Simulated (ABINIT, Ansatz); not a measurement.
# A GW chain in ABINIT: GaAs (F-43m)

Wanted: ground state, empty states, screening and self-energy for GaAs (F-43m).

Method: PBE and many-body steps on it, plane waves, in ABINIT 10.8.3.

**Experimental background.**

- Gap 1.51 eV: band-edge emission energy from PL (direct gap at Gamma); photoluminescence, 633 nm excitation; 77 K; bulk crystal (MBE GaAs matrix around a thin InAs wetting layer on semi-insulating GaAs (100)) (“Photoluminescence of InAs/GaAs quantum dots under direct two-photon excitation”, 2020, pmc:7331710).

- Gap 1.412 ± 0.01 eV: direct gap E0 at Gamma from ellipsometry; variable-angle spectroscopic ellipsometry, parametric critical-point fit; 300 K; bulk crystal (semi-insulating GaAs(001) reference substrate with native oxide) (“Evidence of valence band perturbations in GaAsN/GaAs(001): A combined variable-angle spectroscopic ellipsometry and modulated photoreflectance investigation”, 2008, arxiv:0805.2212).

- Gap 1.418 ± 0.005 eV: direct gap E0 at Gamma from PR; modulated photoreflectance, low-field lineshape fit; 300 K; bulk crystal (semi-insulating GaAs(001) reference substrate) (“Evidence of valence band perturbations in GaAsN/GaAs(001): A combined variable-angle spectroscopic ellipsometry and modulated photoreflectance investigation”, 2008, arxiv:0805.2212).

- Gap 1.42 eV: band-edge photoluminescence emission energy of the GaAs substrate; time-integrated photoluminescence; 300 K; bulk crystal ((001) GaAs substrate beneath GaBiAs epilayers) (“Investigation of the anisotropic electron g factor as a probe of the electronic structure of GaBixAs1-x/GaAs epilayers”, 2014, arxiv:1409.8467).

- Gap 1.42 eV: fundamental direct gap E0 at Gamma, seen as sharp points in Psi and Delta; spectroscopic ellipsometry; 300 K; bulk crystal (semi-insulating GaAs (100) substrate) (“Ellipsometric study of the Electronic Structure of GaMnAs and LT-GaAs”, 2004, arxiv:cond-mat/0404304).

## Step 1: Set-up

It takes space group F-43m (No. 216, cubic). Conventional cell: a = 5.654 Å, b = 5.654 Å, c = 5.654 Å, α = 90.00°, β = 90.00°, γ = 90.00°. Ga has 4 As at 2.45 Å nearest. As has 4 Ga at 2.45 Å nearest. Farther neighbours, and contacts between anions beyond the nearest, are not listed.

The cell and positions come from the Crystallography Open Database and are kept as given unless a step says otherwise.

## Step 2: Ground state

This step: ABINIT 10.8.3; DFT, PBE, plane waves, norm-conserving pseudopotentials.

The ground-state density comes first.

run.abi reads:

```
acell 3*1.0 Angstrom
rprim 
  0.000000000000 2.826850000000 2.826850000000
  2.826850000000 0.000000000000 2.826850000000
  2.826850000000 2.826850000000 -0.000000000000
ntypat 2
znucl 31 33
natom 2
typat 1 2
xred 
  0.000000000000 0.000000000000 0.000000000000
  0.250000000000 0.250000000000 0.250000000000
pp_dirpath "pseudos"
pseudos "Ga.upf, As.upf"
ecut 45
ngkpt 6 6 6
nshiftk 1
shiftk 0 0 0
kptopt 1
chksymbreak 0
nband 27
occopt 1
tolvrs 1e-10
nstep 60
prtwf 0
optforces 0
optstress 0
indata_prefix "in"
outdata_prefix "out"
tmpdata_prefix "tmp"
```

Started as:

```bash
> OMP_NUM_THREADS=1 mpirun -n 4 abinit run.abi > log
```

What it wrote:

```text
.Version 10.8.3 of ABINIT. v10.8.2 released Aug 2026.

 Symmetries : space group F-4 3 m (#216); Bravais cF (face-center cubic)
================================================================================
 Values of the parameters that define the memory need of the present run
     intxc =       0    ionmov =       0      iscf =       7    lmnmax =       6
     lnmax =       6     mgfft =      48  mpssoang =       3    mqgrid =    3001
     natom =       2  nloc_mem =       1    nspden =       1   nspinor =       1
    nsppol =       1      nsym =      24    n1xccc =    2501    ntypat =       2
    occopt =       1   xclevel =       2
-    mband =          27        mffmem =           1         mkmem =           4
       mpw =        4428          nfft =      110592          nkpt =          16
================================================================================
  Rough estimation (10% accuracy) of disk space for files :
================================================================================

--------------------------------------------------------------------------------
------------- Echo of variables that govern the present computation ------------
--------------------------------------------------------------------------------
 -outvars: echo values of preprocessed input variables --------
            acell      1.8897261259E+00  1.8897261259E+00  1.8897261259E+00 Bohr

      chksymbreak           0
             ecut      4.50000000E+01 Hartree
-          fftalg         312

              ixc     -101130
              kpt      0.00000000E+00  0.00000000E+00  0.00000000E+00
                       1.66666667E-01  0.00000000E+00  0.00000000E+00
                       3.33333333E-01  0.00000000E+00  0.00000000E+00
                       5.00000000E-01  0.00000000E+00  0.00000000E+00
                       1.66666667E-01  1.66666667E-01  0.00000000E+00
                       3.33333333E-01  1.66666667E-01  0.00000000E+00
                       5.00000000E-01  1.66666667E-01  0.00000000E+00
                      -3.33333333E-01  1.66666667E-01  0.00000000E+00
                      -1.66666667E-01  1.66666667E-01  0.00000000E+00
   [... 5 further rows ...]
                      -3.33333333E-01  3.33333333E-01  1.66666667E-01
                      -3.33333333E-01  5.00000000E-01  1.66666667E-01
         kptrlatt        6    0    0      0    6    0      0    0    6
          kptrlen      4.53281381E+01
P           mkmem           4
            natom           2
            nband          27
            ngfft          48      48      48
             nkpt          16
            nstep          60
             nsym          24
           ntypat           2
              occ      2.000000  2.000000  2.000000  2.000000  2.000000  2.000000
                       2.000000  2.000000  2.000000  2.000000  2.000000  2.000000
                       2.000000  2.000000  2.000000  2.000000  2.000000  2.000000
                       2.000000  2.000000  2.000000  2.000000  0.000000  0.000000
[...]
optforces           0
        optstress           0
            prtwf           0
            rprim      0.0000000000E+00  2.8268500000E+00  2.8268500000E+00
[...]
spgroup         216

           tolvrs      1.00000000E-10

             xred      0.0000000000E+00  0.0000000000E+00  0.0000000000E+00
[...]
znucl       31.00000   33.00000

================================================================================

 chkinp: Checking input parameters for consistency.

================================================================================
== DATASET  1 ==================================================================
-   mpi_nproc: 4, omp_nthreads: 1 (-1 if OMP is not activated)

--- !DatasetInfo
iteration_state: {dtset: 1, }
dimensions: {natom: 2, nkpt: 16, mband: 27, nsppol: 1, nspinor: 1, nspden: 1, mpw: 4428, }
cutoff_energies: {ecut:  45.0, pawecutdg:  -1.0, }
electrons: {nelect:   4.40000000E+01, charge:   0.00000000E+00, occopt:   1.00000000E+00, tsmear:   1.00000000E-02, }

 Real(R)+Recip(G) space primitive vectors, cartesian coordinates (Bohr,Bohr^-1):
 R(1)=  0.0000000  5.3419723  5.3419723  G(1)= -0.0935984  0.0935984  0.0935984
 R(2)=  5.3419723  0.0000000  5.3419723  G(2)=  0.0935984 -0.0935984  0.0935984
 R(3)=  5.3419723  5.3419723  0.0000000  G(3)=  0.0935984  0.0935984 -0.0935984
 Unit cell volume ucvol=  3.0488418E+02 bohr^3
 Angles (23,13,12)=  6.00000000E+01  6.00000000E+01  6.00000000E+01 degrees

 getcut: wavevector=  0.0000  0.0000  0.0000  ngfft=  48  48  48
         ecut(hartree)=     45.000   => boxcut(ratio)=   2.10404

--- Pseudopotential description ------------------------------------------------
- Ga Generated using ONCVPSP code by D. R. Hamann
- 31.00000  21.00000  171031                  znucl, zion, pspdat
12 -101130 2 -1 1902                          pspcod,pspxc,lmax,lloc,mmax
     nproj     2     2     2
  pspatm : epsatm=   21.85474337
         --- l  ekb(1:nproj) -->
[...]
pspatm: atomic psp has been read  and splines computed

- As Generated using ONCVPSP code by D. R. Hamann
- 33.00000  23.00000  171031                  znucl, zion, pspdat
12 -101130 2 -1 1358                          pspcod,pspxc,lmax,lloc,mmax
     nproj     2     2     2
  pspatm : epsatm=   24.77333152
         --- l  ekb(1:nproj) -->
[...]
pspatm: atomic psp has been read  and splines computed

   2.05163530E+03                                ecore*ucvol(ha*bohr**3)
--------------------------------------------------------------------------------

_setup2: Arith. and geom. avg. npw (full set) are    4396.153    4396.130

================================================================================

--- !BeginCycle
iteration_state: {dtset: 1, }
solver: {iscf: 7, nstep: 60, nline: 4, wfoptalg: 0, }
tolerances: {tolvrs: 1.00E-10, }

     iter   Etot(hartree)      deltaE(h)  residm     vres2
 ETOT  1  -551.03046146651    -5.510E+02 9.109E-01 1.435E+03
 ETOT  2  -553.19824534608    -2.168E+00 2.477E-02 2.566E+03
 ETOT  3  -553.54765832786    -3.494E-01 3.271E-02 3.191E+02
 ETOT  4  -553.56859560667    -2.094E-02 4.856E-03 1.481E+02
 ETOT  5  -553.58703702391    -1.844E-02 5.683E-04 1.915E+00
 ETOT  6  -553.58715212543    -1.151E-04 3.854E-05 6.968E-01
 ETOT  7  -553.58724571705    -9.359E-05 3.828E-06 9.701E-03
 ETOT  8  -553.58724688351    -1.166E-06 1.260E-06 5.277E-04
 ETOT  9  -553.58724687676     6.751E-09 8.972E-07 5.197E-04
 ETOT 10  -553.58724695068    -7.392E-08 3.128E-07 1.448E-07
 ETOT 11  -553.58724695072    -4.229E-11 3.029E-07 5.961E-09
 ETOT 12  -553.58724695070     1.899E-11 1.090E-07 4.989E-10
 ETOT 13  -553.58724695071    -9.663E-12 1.174E-07 1.973E-11

 At SCF step   13       vres2   =  1.97E-11 < tolvrs=  1.00E-10 =>converged.

--- !ResultsGS
iteration_state: {dtset: 1, }
comment   : Summary of ground state results
lattice_vectors:
- [  0.0000000,   5.3419723,   5.3419723, ]
- [  5.3419723,   0.0000000,   5.3419723, ]
- [  5.3419723,   5.3419723,  -0.0000000, ]
lattice_lengths: [   7.55469,    7.55469,    7.55469, ]
lattice_angles: [ 60.000,  60.000,  60.000, ] # degrees, (23, 13, 12)
lattice_volume:   3.0488418E+02
convergence: {deltae: -9.663E-12, res2:  1.973E-11, residm:  1.174E-07, diffor:  0.000E+00, }
etotal    :  -5.53587247E+02
entropy   :   0.00000000E+00
fermie    :   2.08235878E-01
cartesian_stress_tensor: null
pressure_GPa: null
xred      :
- [  0.0000E+00,   0.0000E+00,   0.0000E+00, Ga]
- [  2.5000E-01,   2.5000E-01,   2.5000E-01, As]
cartesian_forces: null
force_length_stats: {min: null, max: null, mean: null, }

 Integrated electronic density in atomic spheres:
 ------------------------------------------------
 Atom  Sphere_radius  Integrated_density
    1        2.00000         18.80846266
    2        2.00000         20.37373321
================================================================================

 ----iterations are completed or convergence reached----

 Mean square residual over all n,k,spin=   27.173E-11; max=  11.737E-08
 reduced coordinates (array xred) for    2 atoms
       0.000000      0.000000      0.000000
       0.250000      0.250000      0.250000
 rms dE/dt=  0.0000E+00; max dE/dt=  0.0000E+00; dE/dt below (all hartree)
    1       0.000000      0.000000      0.000000
    2       0.000000      0.000000      0.000000

 cartesian coordinates (angstrom) at end:
    1      0.000000     0.000000     0.000000
    2      1.413425     1.413425     1.413425
 length scales=  1.889726  1.889726  1.889726 bohr
              =  1.000000  1.000000  1.000000 angstroms
 prteigrs : about to open file out_EIG
 Fermi (or HOMO) energy (hartree) =   0.20824   Average Vxc (hartree)=  -0.36654
 Eigenvalues (hartree) for nkpt=  16  k points:
 kpt#   1, nband= 27, wtk=  0.00463, kpt=  0.0000  0.0000  0.0000 (reduced coord)
  -6.58411   -5.07879   -4.50242   -4.50242   -4.50242   -3.26559   -3.26559   -3.26559
  -1.08415   -1.08415   -1.08415   -1.08382   -1.08382   -0.33685   -0.33685   -0.33685
  -0.33402   -0.33402   -0.25960    0.20824    0.20824    0.20824    0.22690    0.34556
   0.34556    0.34556    0.48736
 prteigrs : prtvol=0 or 1, do not print more k-points.

--- !EnergyTerms
iteration_state     : {dtset: 1, }
comment             : Components of total free energy in Hartree
kinetic             :  2.565796E+02
hartree             :  2.393594E+02
xc                  : -5.351668E+01
Ewald energy        : -2.443848E+02
psp_core            :  6.729228E+00
local_psp           : -6.217117E+02
non_local_psp       : -1.366423E+02
total_energy        : -5.535872E+02
total_energy_eV     : -1.506388E+04
band_energy         : -8.401534E+01

== END DATASET(S) ==============================================================
================================================================================

 -outvars: echo values of variables after computation  --------
           etotal     -5.5358724695E+02
            nband          27
             nkpt          16
          spgroup         216
 [... the other variables as echoed above ...]

 Calculation completed.
```

Run time: 29 s. Hardware: 4 MPI ranks of Intel Xeon 6975P-C (Granite Rapids), shared host; peak memory 0.39 GiB.

Read from the output:

```
total energy               : -15063.8764 eV
gap                        : 0.5078 eV
k of the valence top       : 0, 0, 0
k of the conduction bottom : 0, 0, 0
least direct gap           : 0.5078 eV
```

The gap is direct, at Γ.

[end of part 1 of 3]

[Long decimals in the printed logs are rounded to 6 places.]

[Logs are printed without paths, hosts, clocks, repeated set-up lines and the standing remarks that a program may print on its own settings, such as how far it seeks lower states.]

[Paths, hosts, dates, memory and timing lines, banners, echoed tables and standing remarks are left out of the program output; an Ansatz launch command may be rebuilt from the run's recorded settings. Measured values are a selection of at most five: reports struck by readers or far from the other reports are left out. None is set beside runs whose start may be inverted or whose files or cutoffs have a known fault.]

[Runs of the session that timed out or met a known fault of the program may be left out.]

[Hosts, paths, dates, database ids (printed as entryN), source tags and the programs' standing remarks are cut or masked in the printed files.]

[G0W0 gaps are taken among the corrected bands and points alone; a level outside them can change the order at an edge.]

[Where Ansatz stands beside ABINIT at settings called matched, ABINIT's density can come from a denser mesh and the files from another edition; pairs whose starting gaps differed by over 0.03 eV were left out, so agreement reads better than it is.]
